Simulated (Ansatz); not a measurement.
## What Nb2NO2 monolayer distorts into

Wanted: the energy along a soft mode of Nb2NO2 monolayer and the structure at the end.

Program: Ansatz 0.2.0. Level of theory: DFT PBEsol, scalar-relativistic, plane waves, PAW; PAW set soft_1. Results are calculated unless marked as measured.

## (1) The structure

The cell holds 5 atoms: 1 N, 2 Nb and 2 O. Cell: a = 3.100 Å, b = 3.100 Å, c = 32.600 Å, α = 90.0°, β = 90.0°, γ = 120.0°. Vacuum lies along c.

## (2) Phonons on a q mesh

The cell comes from relaxations at this level that are not shown. Stability and thermal properties need the whole zone. Linear response on a 4×4×1 q mesh gives force constants as far as a supercell of that size would.

Contents of input.yaml:

```yaml
crystal:
  lattice:
    - [3.0996796169, 0.0, 0.0]
    - [-1.5498398084, 2.6844012919, 0.0]
    - [0.0, 0.0, 32.6]
  atoms:
    - { symbol: "N", position: [0.0, 0.0, 0.3067484663] }
    - { symbol: Nb, position: [0.3333333333, 0.6666666667, 0.3433740432] }
    - { symbol: Nb, position: [0.6666666667, 0.3333333333, 0.2701228893] }
    - { symbol: O, position: [0.6666666667, 0.3333333333, 0.3761576439] }
    - { symbol: O, position: [0.3333333333, 0.6666666667, 0.2373392886] }
  periodic: [true, true, false]
kpoints:
  mp_grid: { grid: [20, 20, 1] }
hamiltonian:
  xc: pbesol
  pseudopotentials: { kind: paw, azcp: { folder: soft_1 }, xc_functional: pbe }
scf:
  occupations: { method: methfessel_paxton, width: 0.2 }
output:
  eigenvalues: true
phonons:
  method: dfpt
  qmesh: [4, 4, 1]
  temperatures: { t_max: 1000, t_step: 50 }
  qpath:
    path:
      - [0.0, 0.0, 0.0]
      - [0.5, 0.0, 0.0]
      - [0.33333333, 0.33333333, 0.0]
      - [0.0, 0.0, 0.0]
    npoints: 10
```

Launch:

```
> ansatz run input.yaml --threads 4 --pin off --max-ram 16384MiB --backend cpu --events-out ev --progress --plain --runs-dir out
```

Numbers of over 12 decimals in the logs are rounded to 6 here.

What it wrote:

```text
Warning: crystal.symmetry: narrowed to the stabiliser of the run's FFT grids — unitary ops 12 → 6. A phonons.method: dfpt run fills in the rows of the dynamical matrix that it does not solve by its symmetry operations, which is exact only for operations that map its FFT grids onto themselves: filled in by any other, the frequencies could depend on the order in which like atoms are typed, or, by more than the grids' own error, on where the crystal sits among the grids' points. Excluded: 6 operations. The run can therefore solve more perturbations, solve them on more k-points, or both, and cost more. [rest of the remark cut]
Engine: ansatz 0.2.0, aarch64-unknown-linux-gnu
Pseudopotentials: kind: paw
Pseudopotential: N, paw, valence charge 5, recommended cutoff 420 eV (normal), soft_1/N.paw.azcp
Pseudopotential: Nb, paw, valence charge 13, recommended cutoff 420 eV (normal), soft_1/Nb.paw.azcp
Pseudopotential: O, paw, valence charge 6, recommended cutoff 420 eV (normal), soft_1/O.paw.azcp
Functional definition: PBEsol
  exchange = pbesol_x
  correlation = pbesol_c
Crystal: 5 atoms, lattice volume = 271.258 Å³
Basis set: ecut = 420 eV, 5257 PW (Γ), exchange–correlation on 48×48×450 points (8 copies of the dense FFT grid, shifted against one another)
Bands: 27, of which v1, the nominal top of the filled ones, is band 22 counted from 1 (21 counted from 0)
Symmetry: 12 space group operations
k-points: 44 of 400 (irreducible under 6 space group operations, time reversal used)
Non-local potential: N, projectors of the file, l = 0: 2, l = 1: 2, l = 2: 1
Non-local potential: Nb, projectors of the file, l = 0: 3, l = 1: 2, l = 2: 2, l = 3: 1
Non-local potential: O, projectors of the file, l = 0: 2, l = 1: 2, l = 2: 1
PAW form: soft (Blöchl's): semilocal exchange-correlation on the pseudo side does not see the compensation charge
PAW frozen core: N, regenerated for the run's functional, and the local potential with it (the file was generated under x = pbe(κ = 0.804, μ = 0.219515), c = pbe(β = 0.066725))
PAW frozen core: Nb, regenerated for the run's functional, and the local potential with it (the file was generated under x = pbe(κ = 0.804, μ = 0.219515), c = pbe(β = 0.066725))
PAW frozen core: O, regenerated for the run's functional, and the local potential with it (the file was generated under x = pbe(κ = 0.804, μ = 0.219515), c = pbe(β = 0.066725))
PAW one-centre angular grid: N, 110 points (default); XC on 64 Gauss nodes
PAW one-centre angular grid: Nb, 590 points (default); XC on 64 Gauss nodes
PAW one-centre angular grid: O, 110 points (default); XC on 64 Gauss nodes
Initial density: superposition of atomic densities (neutral atoms: chi_scale 0, normalization atom)
Initial wavefunctions: pseudopotential atomic-orbital guess
Functional: x = pbesol(κ = 0.804, μ = 0.123457), c = pbesol(β = 0.046)
SCF iter   1: F=—  HF=-10503.948591 eV  |F-HF|=—  |Δ(HF+E_count)|=         —  Δρ=9.55e-2  dr2=2.99e1  ethr=3.10e-3  ⟨swp⟩=11.8  Hψ=8950  notcnv=0
preconditioner: auto → LDOS  [metal: Δε(μ)=0.021 eV  Ē_g=12.484 eV  σ=0.200 eV  W_gap=0.09  n_scr=20 (ndim 8)  ℏωp=11.7 eV  f_vac=0.761  D(μ)=1.36/eV (n_scr^D=8)  β→1.0]
SCF iter   2: F=—  HF=-10503.961083 eV  |F-HF|=—  |Δ(HF+E_count)|=   1.25e-2  S|Δr|=    0.00e0  Δρ=1.36e-1  dr2=5.08e1  ethr=3.10e-3  ⟨swp⟩=6.6  Hψ=5006  notcnv=0  defer=29
SCF iter   3: F=—  HF=-10495.846348 eV  |F-HF|=—  |Δ(HF+E_count)|=    8.11e0  S|Δr|=    0.00e0  Δρ=1.97e-2  dr2=4.87e-1  ethr=3.10e-3  ⟨swp⟩=5.2  Hψ=4274  notcnv=0
SCF iter   4: F=—  HF=-10495.742042 eV  |F-HF|=—  |Δ(HF+E_count)|=   1.04e-1  S|Δr|=    0.00e0  Δρ=4.16e-3  dr2=6.54e-2  ethr=1.13e-3  ⟨swp⟩=3.1  Hψ=3042  notcnv=0  defer=25
SCF iter   5: F=—  HF=-10495.734480 eV  |F-HF|=—  |Δ(HF+E_count)|=   7.56e-3  S|Δr|=    0.00e0  Δρ=2.39e-3  dr2=2.39e-2  ethr=1.52e-4  ⟨swp⟩=3.5  Hψ=2662  notcnv=0  defer=25
SCF iter   6: F=—  HF=-10495.730450 eV  |F-HF|=—  |Δ(HF+E_count)|=   4.03e-3  S|Δr|=    0.00e0  Δρ=5.99e-4  dr2=2.29e-3  ethr=5.56e-5  ⟨swp⟩=3.2  Hψ=2211  notcnv=0  defer=25
SCF iter   7: F=—  HF=-10495.730104 eV  |F-HF|=—  |Δ(HF+E_count)|=   3.46e-4  S|Δr|=    0.00e0  Δρ=1.86e-4  dr2=1.74e-4  ethr=5.33e-6  ⟨swp⟩=3.3  Hψ=2446  notcnv=0  defer=25
SCF iter   8: F=—  HF=-10495.730093 eV  |F-HF|=—  |Δ(HF+E_count)|=   1.12e-5  S|Δr|=    0.00e0  Δρ=1.40e-4  dr2=9.67e-5  ethr=4.04e-7  ⟨swp⟩=3.9  Hψ=2691  notcnv=0  defer=25
SCF iter   9: F=—  HF=-10495.730071 eV  |F-HF|=—  |Δ(HF+E_count)|=   2.19e-5  S|Δr|=    0.00e0  Δρ=3.59e-5  dr2=5.86e-6  ethr=2.25e-7  ⟨swp⟩=3.2  Hψ=2167  notcnv=0  defer=25
SCF iter  10: F=—  HF=-10495.730074 eV  |F-HF|=—  |Δ(HF+E_count)|=   2.30e-6  S|Δr|=    0.00e0  Δρ=9.12e-6  dr2=1.73e-7  ethr=1.36e-8  ⟨swp⟩=3.3  Hψ=2714  notcnv=0  defer=25
SCF iter  11: F=—  HF=-10495.730071 eV  |F-HF|=—  |Δ(HF+E_count)|=   2.45e-6  S|Δr|=    0.00e0  Δρ=1.77e-6  dr2=4.41e-9  ethr=4.02e-10  ⟨swp⟩=4.4  Hψ=3344  notcnv=0  defer=25
SCF iter  12: F=—  HF=-10495.730071 eV  |F-HF|=—  |Δ(HF+E_count)|=   7.41e-9  S|Δr|=    0.00e0  Δρ=4.85e-7  dr2=5.77e-10  ethr=1.03e-11  ⟨swp⟩=3.5  Hψ=2936  notcnv=0  defer=25
SCF iter  13: F=—  HF=-10495.730071 eV  |F-HF|=—  |Δ(HF+E_count)|=  8.19e-10  S|Δr|=    0.00e0  Δρ=5.99e-8  dr2=1.32e-11  ethr=1.34e-12  ⟨swp⟩=3.7  Hψ=2933  notcnv=0  defer=25
SCF iter  14: F=-10495.730071 eV  HF=-10495.730071 eV  |F-HF|=9.82e-11  |Δ(HF+E_count)|=  1.67e-10  S|Δr|=    0.00e0  Δρ=1.69e-8  dr2=4.57e-13  ethr=1.00e-12  ⟨swp⟩=18.9  Hψ=10789  notcnv=0
SCF 1 converged in 14 iterations: F = -10495.730071 eV  dr2 = 4.57e-13
  greatest PAW one-centre occupation: 0.998 electrons in one spin orbital (limit 2), on the Nb atom at site 2 (counted from 0), in its partial waves of l = 0
phonons: the bands overlap, so this run is a metal and interpolates without the dipole-dipole term. If the crystal is really an insulator or semiconductor, its LO-TO splitting is missing
NSCF: frozen V_eff on 44 k-points
WARN: eigensolver did not converge (k=1): 1 band(s) unlocked after 2 eigensolves, warm-restarted (20 sweeps on the last) at ethr=1.38e-12 eV (storage-precision floor; scheduled 1.00e-12 eV) (lowest unlocked band 26, counted from 0; max residual 6.32e-6 eV among the unlocked bands, 6.32e-6 eV over every band; other slots of this pass that fall short are told together in one closing line; warning suppressed until the next SCF loop or pass starts)
WARN: eigensolver did not converge in 6 slots of this pass, the one above among them; of largest residual over every band (k=4): 1 band(s) unlocked (lowest unlocked band 26, counted from 0; max residual 1.58e-4 eV among the unlocked bands, 1.58e-4 eV over every band); of lowest unlocked band (k=1): band 26
NSCF: frozen V_eff on 111 k-points
DFPT response loops at q = (0, 0, 0) (fractional): preconditioner auto → none (partly filled bands, converged f_vac=0.775); β = 0.50; Broyden in place of MSR1
NSCF: frozen V_eff on 420 k-points
DFPT response loops at q = (0, 0.25, 0) (fractional): mixed as the last ones told, above
NSCF: frozen V_eff on 222 k-points
DFPT response loops at q = (0, -0.5, 0) (fractional): mixed as the last ones told, above
NSCF: frozen V_eff on 800 k-points
DFPT response loops at q = (0.25, 0.25, 0) (fractional): mixed as the last ones told, above
SCF converged after 14 iterations
Stability not checked: this state was not tested for a lower state beside it, because cold or Methfessel-Paxton smearing, or corrected tetrahedra, fill the levels in a way that the test cannot read (fill_not_monotonic; see scf.lower_state_search)
Free energy (F): -10495.730071 eV
Harris-Foulkes:  -10495.730071 eV  (|F-HF|=9.82e-11)
Internal energy: -10495.731445 eV  (E = F + TS)
E sigma→0 (E₀):  -10495.730415 eV
Entropy (-TS):   0.001374 eV (0.275 meV/atom)
Fermi energy:    -5.687486 eV
--- Per-component energies (eV) ---
  E_band       = -1072.257225
  E_kinetic    = 1214.595892
  E_local      = -129239.254062  (includes V_loc(G=0)·N_el)
  E_nonlocal   = 328.032996
  E_hartree    = 63812.392596
  E_xc         = -531.700528
  E_vxc        = -659.385688  (∫ρ·V_xc dr)
  E_paw        = -6487.435798  (= ΣΔE_a)
  E_vpaw       = -341.033978  (= ΣTr[D̂ρ^β])
  E_aug_tail   = 0.002479  (compensation charges beyond the density's cutoff)
  E_ewald      = 60407.158887
  E_core_change = 0.476094  (= ΣΔE_core)
  E_smearing   = 0.001374  (= −TS)
  E_closure    = -0.000000  (closes the sum)
  Σ components = -10495.730071   (vs F -10495.730071, Δ=0.00e0)
--- Band table (eV; the first three rows and the last of 44) ---
  k-point 0: bands = [... 18 lower, -9.0872, -9.0872, -6.9425, -6.9425, -5.8653, -4.6471, -4.6471, -3.6101, ... 1 higher]
  k-point 1: bands = [... 18 lower, -9.2172, -9.1895, -6.8851, -6.8176, -5.9142, -4.6248, -4.5722, -3.6052, ... 1 higher]
  k-point 2: bands = [... 18 lower, -9.4234, -9.0654, -6.8645, -6.5190, -5.9166, -4.5432, -4.4159, -3.5933, ... 1 higher]
  k-point 43: bands = [... 18 lower, -10.1706, -9.9485, -5.9019, -5.4445, -5.4298, -3.5553, -3.4531, -3.3838, ... 1 higher]
--- Phonons (Γ-DFPT): 10 representative perturbations + reference (Σ response iterations 50) ---
  ASR residual: 2.992e-5 → 0.000e0 eV/Å²; symmetrization residual: 7.954e-6 eV/Å²
  The last average, over the group as it would stand without the narrowing to the FFT grids, took up to 4.107e-6 eV/Å² of the zone centre's force constants
  ASR residual per site (eV/Å²): 8.66e-6 2.99e-5 2.84e-5 4.06e-6 1.23e-5
  Γ frequencies (cm⁻¹): 0.00 0.00 0.00 150.06 150.06 255.27 363.85 363.85 383.16 383.16 551.41 568.34 605.76 619.15 619.15
--- Phonons (arbitrary-q DFPT): 4 irreducible q on the 4×4×1 mesh ---
  q = [0.0000, 0.0000, 0.0000] (star 1, of the zone-centre solve; hermiticity 5.21e-7, symmetrization 4.19e-11, taken by the last average 1.35e-7): -0.00 -0.00 0.00 150.06 150.06 255.27 363.85 363.85 383.16 383.16 551.41 568.34 605.76 619.15 619.15
  q = [0.0000, 0.2500, 0.0000] (star 6, 15 solved perturbations on 210 of 400 k-point pairs; hermiticity 2.93e-7, symmetrization 2.51e-10, taken by the last average 2.15e-7): 95.76 100.93 139.12 144.36 184.34 218.02 351.60 369.02 388.96 409.97 520.66 530.22 583.70 599.99 618.31
  q = [0.0000, -0.5000, 0.0000] (star 3, 15 solved perturbations on 111 of 400 k-point pairs; hermiticity 6.44e-7, symmetrization 2.53e-10, taken by the last average 2.51e-7): -163.50 -99.51 -44.86 -34.07 152.68 157.89 372.45 383.81 407.43 409.37 493.86 499.83 578.90 590.39 599.84
  q = [0.2500, 0.2500, 0.0000] (star 6, 10 solved perturbations in 3050 linear systems a pass and spin channel, the states on 400 of 400 k-point pairs; hermiticity 6.34e-7, symmetrization 1.10e-10, taken by the last average 2.39e-7): -211.36 -95.87 103.84 124.26 156.34 194.32 358.25 397.25 402.44 408.37 494.92 499.15 569.34 595.83 608.94
  sum rule: each row above includes the acoustic sum rule's correction from the zone centre's row sums; it moved no ω² by more than (0.46 cm⁻¹)²
  mesh force constants: q→R imaginary residual 6.53e-18; ASR residual 2.992e-5 → 0.000e0 eV/Å²; symmetrization residual 1.421e-14 eV/Å²
  interpolated dispersion: 31 rows × 15 modes
  density of states and harmonic sums: on the 24×24×1 q-mesh, interpolated from the force constants of a 4×4×1 supercell (no non-analytic term)
  largest difference from the sums on the solved wave vectors: F 8.70e-2 eV, S 1.08e-4 and C_V 3.01e-5 eV/K
  zero-point energy: 0.308730 eV/cell   skipped modes (ω ≤ 0): 91, of them read as no rigid motion or as one in doubt: 88 (1.434e0 modes/cell left out, lowest -211.36 cm⁻¹)   left out of the sums: 9.59e-2 of the cell's modes: C_V's classical limit lies that fraction below 3 k_B per atom; for a crystal, a wire or a layer, F and S can be off by more, and a phonons.interpolated_qmesh denser along its periods is the remedy for the sampling
```

It took 41 min on 4 threads of Arm Neoverse V1, shared host; peak memory 5.6 GiB; 2.7 h of CPU time.

The column dr2 measures how far the density is from self-consistency, as an energy; F and HF (Harris–Foulkes) agree once it is small.

Numbers from this step:

```
gap on the k-mesh                                       : 0 eV
sum-rule residual before enforcement                    : 2.99e-5 eV/Å²
lowest frequency on the path                            : -211.8 cm⁻¹
point group                                             : -3m
highest frequency on the path or at a solved wavevector : 625.7 cm⁻¹
area per atom                                           : 1.664 Å²
highest optical mode at the zone centre (no LO-TO term) : 619.1 cm⁻¹
lowest optical zone-centre mode                         : 150.1 cm⁻¹
lowest mode on the q mesh (acoustic modes at Γ apart)   : -211.4 cm⁻¹
```

Frequencies (cm⁻¹) solved at each irreducible wavevector; negative means imaginary. Frequencies by wavevector, by row:

| q in reciprocal lattice units | star | mode 1 | mode 2 | mode 3 | mode 4 | mode 13 | mode 14 | mode 15 |
| --- | --- | --- | --- | --- | --- | --- | --- | --- |
| 0 0 0 | 1 | 0 | 0 | 0 | 150.1 | 605.8 | 619.1 | 619.1 |
| 0 0.25 0 | 6 | 95.8 | 100.9 | 139.1 | 144.4 | 583.7 | 600 | 618.3 |
| 0 -0.5 0 | 3 | -163.5 | -99.5 | -44.9 | -34.1 | 578.9 | 590.4 | 599.8 |
| 0.25 0.25 0 | 6 | -211.4 | -95.9 | 103.8 | 124.3 | 569.3 | 595.8 | 608.9 |

Interpolated from a 4×4×1 q mesh. The phonon branches at the labelled points (cm⁻¹):

| point | branch 1 | branch 2 | branch 3 | branch 4 | branch 12 | branch 13 | branch 14 | branch 15 |
| --- | --- | --- | --- | --- | --- | --- | --- | --- |
| Γ | 0 | 0 | 0 | 150 | 568 | 606 | 619 | 619 |
| halfway | 96 | 101 | 139 | 144 | 530 | 584 | 600 | 618 |
| M | -164 | -100 | -45 | -34 | 500 | 579 | 590 | 600 |
| halfway | -151 | -101 | -11 | 24 | 495 | 573 | 596 | 598 |
| K | -76 | -76 | 39 | 101 | 488 | 578 | 578 | 601 |
| halfway | -84 | 104 | 131 | 143 | 522 | 580 | 592 | 626 |
| Γ | 0 | 0 | 0 | 150 | 568 | 606 | 619 | 619 |

Symmetry leaves 4 wavevectors to solve. The lowest mode among them, the acoustic zeros apart, lies at q = (0.25, 0.25, 0) and is imaginary, 211.4i cm⁻¹, so the energy falls along it.

## (3) The mode frozen in, largest atomic shift 0 Å

The mode followed lies at q = (0, -0.5, 0) with frequency 163.5i cm⁻¹, one of the unstable modes though not the softest. At small amplitude the distorted cell has space group no. 10 by a symmetry search on the positions. The undistorted cell that holds it gives the zero of energy on the same k mesh.

System of this step: Nb2NO2 monolayer. The cell holds 10 atoms: 2 N, 4 Nb and 4 O. Its edges and angles: a = 3.100 Å, b = 5.369 Å, c = 32.600 Å, α = 90.0°, β = 90.0°, γ = 90.0°. It derives from Nb2NO2. Vacuum lies along c.

Contents of input.yaml:

```yaml
crystal:
  lattice:
    - [3.0996796169, 0.0, 0.0]
    - [1.0e-10, 5.3688025837, 0.0]
    - [0.0, 0.0, 32.6]
  atoms:
    - { symbol: "N", position: [0.5, 0.5, 0.3067484663] }
    - { symbol: "N", position: [0.0, 0.0, 0.3067484663] }
    - { symbol: Nb, position: [0.0, 0.3333333333, 0.3433740432] }
    - { symbol: Nb, position: [0.5, 0.8333333333, 0.3433740432] }
    - { symbol: Nb, position: [0.5, 0.1666666667, 0.2701228893] }
    - { symbol: Nb, position: [1.0, 0.6666666667, 0.2701228893] }
    - { symbol: O, position: [0.5, 0.1666666667, 0.3761576439] }
    - { symbol: O, position: [1.0, 0.6666666667, 0.3761576439] }
    - { symbol: O, position: [0.0, 0.3333333333, 0.2373392886] }
    - { symbol: O, position: [0.5, 0.8333333333, 0.2373392886] }
  periodic: [true, true, false]
kpoints:
  mp_grid: { grid: [12, 8, 1] }
hamiltonian:
  xc: pbesol
  pseudopotentials: { kind: paw, azcp: { folder: soft_1 }, xc_functional: pbe }
scf:
  occupations: { method: methfessel_paxton, width: 0.2 }
output:
  forces: true
  stress: true
  eigenvalues: true
```

What it wrote:

```text
[...]
Crystal: 10 atoms, lattice volume = 542.515 Å³
Basis set: ecut = 420 eV, 10599 PW (Γ), exchange–correlation on 48×72×450 points (8 copies of the dense FFT grid, shifted against one another)
Bands: 53, of which v1, the nominal top of the filled ones, is band 43 counted from 1 (42 counted from 0)
Symmetry: 8 space group operations
[...]
k-points: 35 of 96
[...]
k-point 0: bands = [... 39 lower, -9.0879, -7.6217, -6.9453, -6.9445, -5.8675, -4.7255, -4.6500, -4.6492, ... 6 higher]
  k-point 1: bands = [... 39 lower, -9.1849, -7.6098, -6.8696, -6.7559, -5.9310, -4.6808, -4.6133, -4.5392, ... 6 higher]
  k-point 2: bands = [... 39 lower, -9.0105, -7.5596, -6.9206, -6.3459, -5.8467, -4.6224, -4.5587, -4.4727, ... 6 higher]
  k-point 34: bands = [... 39 lower, -9.4210, -7.6209, -7.6209, -4.7248, -4.7248, -4.1217, -4.1217, -3.9028, ... 6 higher]
[key lines of the parts left out:]
SCF converged after 10 iterations
Free energy (F): -20991.455737 eV
Fermi energy:    -5.666244 eV
P = ½ c Tr σ = -0.0104 N/m
```

Run time: 30 s. Hardware: 4 threads; peak memory 1.4 GiB.

This step gave:

```
energy from the undistorted cell : 0 meV/atom
```

## (4) The mode frozen in, largest atomic shift 0.08 Å

The atoms are moved along the unstable eigenvector, the largest shift by 0.08 Å, with the cell fixed.

input.yaml, the sections that differ from step 3:

```yaml
crystal:
  lattice:
    - [3.0996796169, 0.0, 0.0]
    - [1.0e-10, 5.3688025837, 0.0]
    - [0.0, 0.0, 32.6]
  atoms:
    - { symbol: "N", position: [0.5, 0.5, 0.3067484663] }
    - { symbol: "N", position: [0.0, 0.0, 0.3067484663] }
    - { symbol: Nb, position: [0.0, 0.3446769673, 0.3428978918] }
    - { symbol: Nb, position: [0.5, 0.8219896993, 0.3438501945] }
    - { symbol: Nb, position: [0.5, 0.1780103007, 0.269646738] }
    - { symbol: Nb, position: [1.0, 0.6553230327, 0.2705990407] }
    - { symbol: O, position: [0.5, 0.1623778329, 0.3738075006] }
    - { symbol: O, position: [1.0, 0.6709555004, 0.3785077872] }
    - { symbol: O, position: [0.0, 0.3290444996, 0.2349891453] }
    - { symbol: O, position: [0.5, 0.8376221671, 0.2396894319] }
  periodic: [true, true, false]
# kpoints, hamiltonian, scf, output: as in step 3
```

What it wrote:

```text
[...]
Crystal: 10 atoms, lattice volume = 542.515 Å³
Basis set: ecut = 420 eV, 10599 PW (Γ), exchange–correlation on 48×72×450 points (8 copies of the dense FFT grid, shifted against one another)
Bands: 53, of which v1, the nominal top of the filled ones, is band 43 counted from 1 (42 counted from 0)
Symmetry: 4 space group operations
[...]
k-points: 35 of 96
[...]
k-point 0: bands = [... 39 lower, -9.0007, -7.6956, -6.9427, -6.7969, -5.9090, -4.8248, -4.6639, -4.4920, ... 6 higher]
  k-point 1: bands = [... 39 lower, -9.0821, -7.6730, -6.7686, -6.7486, -5.9562, -4.7806, -4.6408, -4.4364, ... 6 higher]
  k-point 2: bands = [... 39 lower, -8.9387, -7.6247, -6.8197, -6.4112, -5.8607, -4.6858, -4.5311, -4.5262, ... 6 higher]
  k-point 34: bands = [... 39 lower, -9.3334, -7.9252, -7.3452, -4.8418, -4.6840, -4.1735, -4.0295, -3.8991, ... 6 higher]
[key lines of the parts left out:]
SCF converged after 10 iterations
Free energy (F): -20991.505849 eV
Fermi energy:    -5.598603 eV
P = ½ c Tr σ = 0.1889 N/m
```

It took 32 s on 4 threads; peak memory 1.4 GiB.

This step gave:

```
energy from the undistorted cell : -5.03 meV/atom
```

The energy, extrapolated to zero smearing, is -5.03 meV/atom against the undistorted cell.

(Continued in part 2 of 2.)

[Logs are printed without paths, hosts, clocks, repeated set-up lines and the standing remarks that a program may print on its own settings, such as how far it seeks lower states.]

[Hosts, paths, dates, database ids (printed as entryN), source tags and the programs' standing remarks are cut or masked in the printed files.]
